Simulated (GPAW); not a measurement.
**Optical response of TePb**

Aim: the dielectric function of TePb, and the optical constants that follow from it.

Method: DFT, LDA, plane-wave PAW (GPAW data sets), scalar-relativistic, RPA, optical limit, in GPAW 26.7.0.

### 1. The structure

Symmetry: Fm-3m, No. 225, cubic system. The conventional cell has a = 6.462 Å, b = 6.462 Å, c = 6.462 Å, α = 90.00°, β = 90.00°, γ = 90.00°. Nearest to Pb lie 6 Te at 3.23 Å. Nearest to Te lie 6 Pb at 3.23 Å. Farther neighbours and most contacts between anions are not listed.

As a file:

```
Pb Te
1.0
     0.00000    3.23100    3.23100
     3.23100    0.00000    3.23100
     3.23100    3.23100    0.00000
Pb Te
1 1
Direct
  0.00000 0.00000 0.00000
  0.50000 0.50000 0.50000
```

### 2. Bands for the response

The response needs many more empty bands than the density does.

This step: DFT, LDA, plane-wave PAW (GPAW data sets), scalar-relativistic, bands at fixed density (GPAW 26.7.0).

Contents of nscf.py:

```python
from ase.dft.bandgap import bandgap
from gpaw import GPAW, FermiDirac

calc = GPAW('gs.gpw').fixed_density(kpts={'size': (16, 16, 16), 'gamma': True}, nbands=26, convergence={'bands': 20},
                                    occupations=FermiDirac(0.001), txt='nscf.txt')
print('gap (eV)', bandgap(calc, output=None)[0])
print('direct gap (eV)', bandgap(calc, direct=True, output=None)[0])
calc.write('full.gpw', mode='all')
```

Launch:

```console
OMP_NUM_THREADS=1 python nscf.py
```

Numbers of over 12 decimals in the logs are rounded to 6 here.

Log:

```text
Diagonalizing LCAO Hamiltonian
Converting LCAO to pw mode
convergence criteria:
- Maximum integral of absolute [eigenst]ate change: 4e-08 eV^2 / valence electron
maximum number of iterations: 150

SCF iterations
|iter     |      energy | eigst |  dens |
|iter:   1||             | +2.67 |       |
|iter:   2||             | +1.01 |       |
|iter:   3||             | -0.28 |       |
|iter:   4||             | -1.79 |       |
|iter:   5||             | -2.91 |       |
|iter:   6||             | -4.21 |       |
|iter:   7||             | -5.31 |       |
|iter:   8||             | -6.58 |       |
|iter:   9||             | -7.46c|       |
SCF steps: 9
  __  _  _
 | _ |_)|_||  |
 |__||  | ||/\| - 26.7.0

Versions:
  Python: 3.12.14
  ASE:    3.29.0
  Numpy:  2.5.5
  Scipy:  1.18.1
  Libxc:  7.0.0

Input parameters:
  mode=PW(ecut=400.0),
  convergence={'bands': 20},
  gpts=array([24, 24, 24]),
  kpts=MonkhorstPack(size=(16, 16, 16), gamma=True),
  maxiter=150,
  nbands=26,
  occupations=Occupations(name='fermi-dirac', width=0.001, fixmagmom=False),
  parallel={},
  xc=XC(name='LDA')

--- standard output ---
gap (eV) 0.616531
direct gap (eV) 0.616531
```

Wall time 92 s (1 thread of Arm Neoverse V1, shared host); peak memory 0.26 GiB.

This step gave:

| Property | Result |
| --- | --- |
| gap on the k-mesh | 0.6165 eV |
| direct gap on the mesh | 0.6165 eV |

### 3. Dielectric function, RPA

Transitions between filled and empty bands, summed over the zone, give the optical response, so mesh, band count and broadening shape it.

The induced potential is part of this response.

This step: DFT, LDA, plane-wave PAW (GPAW data sets), scalar-relativistic, RPA, optical limit (GPAW 26.7.0).

Contents of df.py:

```python
from gpaw.response.df import DielectricFunction

df = DielectricFunction('full.gpw', frequencies={'type': 'nonlinear', 'domega0': 0.03, 'omega2': 8},
                        ecut=50,
                        eta=0.05,
                        nbands=20,
                        txt='df.txt')
for direction in ['x']:
    df.get_dielectric_function(xc='RPA', direction=direction, filename=f'df_{direction}.csv')
```

Launch:

```console
OMP_NUM_THREADS=1 python df.py
```

Log:

```text
Using integrator: PointIntegrator
NonLinearFrequencyDescriptor(from 0.000 to 31.689 eV, 401 points)
Nonperiodic BCs:  [False False False]
Using integrator: PointIntegrator
NonLinearFrequencyDescriptor(from 0.000 to 31.689 eV, 401 points)
Nonperiodic BCs:  [False False False]

Calculating chi0 body with:
    Ground state adapter containing:
    Number of spins: 1
    Number of kpoints: 4096
    Number of irreducible kpoints: 145
    Number of completely occupied states: 10
    Number of partially occupied states: 10

    Linear response parametrization:
    q_c: [0.0, 0.0, 0.0]
    Number of frequency points: 401
    Planewave cutoff: 50.0
    Number of bands: 20
    Number of planewaves: 59
    Broadening (eta): 0.05

Integrating chi0 body.

Symmetries of q_c:
    Direct symmetries (Uq -> q): 48
    Indirect symmetries (TUq -> q): 0
In total 48 allowed symmetries.

145 groups of equivalent kpoints. 96.4599609375% reduction.

Integral kind: spectral function

Calculating chi0 optical extensions with:
    Ground state adapter containing:
    Number of spins: 1
    Number of kpoints: 4096
    Number of irreducible kpoints: 145
    Number of completely occupied states: 10
    Number of partially occupied states: 10

    Linear response parametrization:
    Number of frequency points: 401
    Planewave cutoff: 50.0
    Number of bands: 20
    Number of planewaves: 59
    Broadening (eta): 0.05
Integrating chi0 head and wings.

Symmetries of q_c:
    Direct symmetries (Uq -> q): 48
    Indirect symmetries (TUq -> q): 0
In total 48 allowed symmetries.

145 groups of equivalent kpoints. 96.4599609375% reduction.

Integral kind: spectral function wings
```

Elapsed: 17 s, on 1 thread; peak memory 0.29 GiB.

Numbers from this step:

```
electronic dielectric constant ε∞, mean over x, y and z (by symmetry where fewer were run) : 30.03
```

Sum at mesh points, not converged in k; values under the direct gap are tails of Lorentzian lines. Table of Im ε, E ∥ x by photon energy; read off at these points:

photon energy (eV), Im ε, E ∥ x and a bar:
```
     0.00        0.0 
     0.50        0.6 
     1.00        6.3 ##
     1.50       40.6 ##############
     1.70       89.1 ##############################
     2.00       58.2 ####################
     2.50       30.4 ##########
     3.00       11.3 ####
     3.50        6.8 ##
     4.00        2.6 #
     4.50        2.2 #
     5.00        1.5 #
     5.50        2.2 #
     6.00        2.9 #
     6.50        3.3 #
     7.00        3.6 #
     7.50        3.0 #
     8.00        1.9 #
     8.50        1.6 #
     9.00        1.4 
     9.50        1.1 
    10.00        1.3
```

The reflectivity at normal incidence, E ∥ x has structure finer than the step of the table below, so its rows give means over 0.25 eV, whole bins alone (the curve runs from 0 to 10.4 eV). Peaks (eV: height): 2.585: 83.2, 3.936: 81.9, 6.229: 33.3, 7.907: 49.0, 10.026: 37.7.

Sum at mesh points, not converged in k. Table of reflectivity at normal incidence, E ∥ x by photon energy; means over each step:

| photon energy (eV) | reflectivity at normal incidence, E ∥ x (%) |
| --- | --- |
| 0.25 | 48.2 |
| 0.50 | 49.3 |
| 0.75 | 51.2 |
| 1.00 | 54.6 |
| 1.25 | 58.2 |
| 1.50 | 64.2 |
| 1.75 | 71.3 |
| 2.00 | 73.9 |
| 2.25 | 72.3 |
| 2.50 | 79.1 |
| 2.75 | 76.8 |
| 3.00 | 77.0 |
| 3.25 | 79.0 |
| 3.50 | 72.7 |
| 3.75 | 76.4 |
| 4.00 | 78.3 |
| 4.25 | 72.5 |
| 4.50 | 72.4 |
| 4.75 | 68.2 |
| 5.00 | 60.3 |
| 5.25 | 46.3 |
| 5.50 | 34.6 |
| 5.75 | 30.5 |
| 6.00 | 22.4 |
| 6.25 | 30.4 |
| 6.50 | 26.4 |
| 6.75 | 32.2 |
| 7.00 | 35.4 |
| 7.25 | 40.0 |
| 7.50 | 42.6 |
| 7.75 | 44.7 |
| 8.00 | 46.4 |
| 8.25 | 42.6 |
| 8.50 | 44.7 |
| 8.75 | 44.2 |
| 9.00 | 37.6 |
| 9.25 | 38.6 |
| 9.50 | 35.2 |
| 9.75 | 30.0 |
| 10.00 | 35.6 |
| 10.25 | 31.9 |

Sum at mesh points, not converged in k; values under the direct gap are tails of Lorentzian lines. Table of Im ε, E ∥ x by photon energy; read off at these points:

| photon energy (eV) | without local fields | with local fields |
| --- | --- | --- |
| 0.000 | 0 | 0 |
| 0.250 | 0.262 | 0.238 |
| 0.500 | 0.699 | 0.640 |
| 0.750 | 1.41 | 1.28 |
| 1.000 | 6.84 | 6.28 |
| 1.250 | 12.2 | 10.8 |
| 1.500 | 47.1 | 40.6 |
| 1.697 | 104 | 89.1 |
| 1.750 | 98.0 | 86.6 |
| 2.000 | 60.6 | 58.2 |
| 2.250 | 40.3 | 38.6 |
| 2.500 | 27.9 | 30.4 |
| 2.750 | 16.1 | 16.3 |
| 3.000 | 10.7 | 11.3 |
| 3.250 | 6.47 | 6.77 |
| 3.500 | 6.70 | 6.77 |
| 3.750 | 4.86 | 5.18 |
| 4.000 | 2.58 | 2.63 |
| 4.250 | 2.78 | 2.85 |
| 4.500 | 2.21 | 2.21 |
| 4.750 | 1.86 | 1.74 |
| 5.000 | 1.67 | 1.52 |
| 5.250 | 2.17 | 1.83 |
| 5.500 | 2.96 | 2.20 |
| 5.750 | 3.12 | 2.32 |
| 6.000 | 4.55 | 2.90 |
| 6.250 | 4.57 | 3.30 |
| 6.500 | 5.27 | 3.29 |
| 6.750 | 5.07 | 3.56 |
| 7.000 | 4.69 | 3.63 |
| 7.250 | 3.89 | 3.37 |
| 7.500 | 3.19 | 2.99 |
| 7.750 | 2.76 | 2.62 |
| 8.000 | 1.97 | 1.86 |
| 8.250 | 2.17 | 1.93 |
| 8.500 | 1.82 | 1.62 |
| 8.750 | 1.62 | 1.35 |
| 9.000 | 1.79 | 1.40 |
| 9.250 | 1.70 | 1.39 |
| 9.500 | 1.86 | 1.13 |
| 9.750 | 1.81 | 1.42 |
| 10.000 | 1.37 | 1.29 |
| 10.250 | 1.45 | 1.26 |

The loss function −Im 1/ε at q → 0, E ∥ x has structure finer than the step of the table below, so its rows give means over 0.25 eV, whole bins alone (the curve runs from 0 to 10.4 eV). Peaks (eV: height): 5.867: 0.515, 6.387: 0.352, 9.549: 0.678, 10.165: 0.678.

Sum at mesh points, not converged in k; values under the direct gap are tails of Lorentzian lines. Table of loss function −Im 1/ε at q → 0, E ∥ x by energy loss; means over each step:

| energy loss (eV) | loss function −Im 1/ε at q → 0, E ∥ x |
| --- | --- |
| 0.25 | 2.6e-4 |
| 0.50 | 6.8e-4 |
| 0.75 | 0.00109 |
| 1.00 | 0.00309 |
| 1.25 | 0.00414 |
| 1.50 | 0.00696 |
| 1.75 | 0.0100 |
| 2.00 | 0.0152 |
| 2.25 | 0.0207 |
| 2.50 | 0.0174 |
| 2.75 | 0.0262 |
| 3.00 | 0.0294 |
| 3.25 | 0.0319 |
| 3.50 | 0.0485 |
| 3.75 | 0.0434 |
| 4.00 | 0.0496 |
| 4.25 | 0.0713 |
| 4.50 | 0.0830 |
| 4.75 | 0.117 |
| 5.00 | 0.188 |
| 5.25 | 0.299 |
| 5.50 | 0.384 |
| 5.75 | 0.409 |
| 6.00 | 0.368 |
| 6.25 | 0.294 |
| 6.50 | 0.302 |
| 6.75 | 0.255 |
| 7.00 | 0.244 |
| 7.25 | 0.234 |
| 7.50 | 0.242 |
| 7.75 | 0.251 |
| 8.00 | 0.288 |
| 8.25 | 0.326 |
| 8.50 | 0.340 |
| 8.75 | 0.400 |
| 9.00 | 0.490 |
| 9.25 | 0.483 |
| 9.50 | 0.610 |
| 9.75 | 0.595 |
| 10.00 | 0.559 |
| 10.25 | 0.644 |

Optical constants at common wavelengths, from n + ik = √ε:

| wavelength (nm) | n | k | R (%) | 1/α |
| --- | --- | --- | --- | --- |
| 800 | 8.39 | 2.657 | 64.8 | 24 nm |
| 633 | 4.99 | 6.373 | 73.9 | 7.9 nm |
| 532 | 3.73 | 5.528 | 71.8 | 7.7 nm |
| 450 | 1.78 | 4.584 | 75.3 | 7.8 nm |
| 405 | 1.37 | 4.162 | 76.1 | 7.7 nm |
| 308 | 0.51 | 2.623 | 77.6 | 9.3 nm |
| 193 | 1.18 | 1.251 | 25.4 | 12 nm |

Below the direct gap, k and the depth come from the tails of the Lorentzian lines, not from transitions.

### 4. Summary of results

```
electronic dielectric constant ε∞, mean over x, y and z (by symmetry where fewer were run) (RPA) : 30.0
```

What this shows: At this level (LDA, RPA) TePb has ε∞ = 30.0 and n = 6.12 at 1550 nm. On the mesh the gap is 0.62 eV and the least direct gap 0.62 eV. Local fields change the static value along x from 32.45 to 30.03 (-7 %). Excitons and phonon-assisted transitions are missing; LDA gaps are as a rule too small, which pulls the onset down and ε∞ up, while the missing spin-orbit coupling works the other way with such heavy atoms. Spin-orbit coupling is left out although heavy atoms are present. The curves end at 10 eV, about where the summed bands run out. The sum runs over mesh points 0.11 Å⁻¹ apart with no interpolation, so peaks are partly noise of the mesh; over so small a direct gap single mesh points weigh heavily, so ε∞, n and their changes from run to run can be far off.

[Machine, clock and banner lines and Python warnings are left out of the logs.]

[Logs are printed without paths, hosts, clocks, repeated set-up lines and the standing remarks that a program may print on its own settings, such as how far it seeks lower states.]

[Hosts, paths, dates, database ids (printed as entryN), source tags and the programs' standing remarks are cut or masked in the printed files.]
